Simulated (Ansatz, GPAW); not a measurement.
# Which magnetic ion is it?

A crystal has the composition Na3M2SbO6, where M is a 3d element. A calculation (PBE+U, spin-orbit coupling in second variation, Ansatz) gives:

- S: 5/2
- g, averaged over the cell's ions: ⊥ 2.0023, ∥ 2.0024
- D, with anisotropic exchange: +0.104 cm⁻¹ (+3.12 GHz)
- E: +514 MHz
- moment in its sphere: 4.21 μB

**Question.** Which ion is it, and why?

The crystal is Na3Mn2SbO6, space group C2/m. The spin sits on Mn, with 6 O at 2.17 to 2.27 Å round it. With the usual charges of the other elements M must be +2. The high-spin ion of that charge with S = 5/2 in this row is Mn²⁺ high-spin d⁵. Low-spin ions are left aside. The shift from the free-electron value is small, as for a half-filled shell without orbital momentum.

[Hosts, paths, dates, database ids (printed as entryN), source tags and the programs' standing remarks are cut or masked in the printed files.]
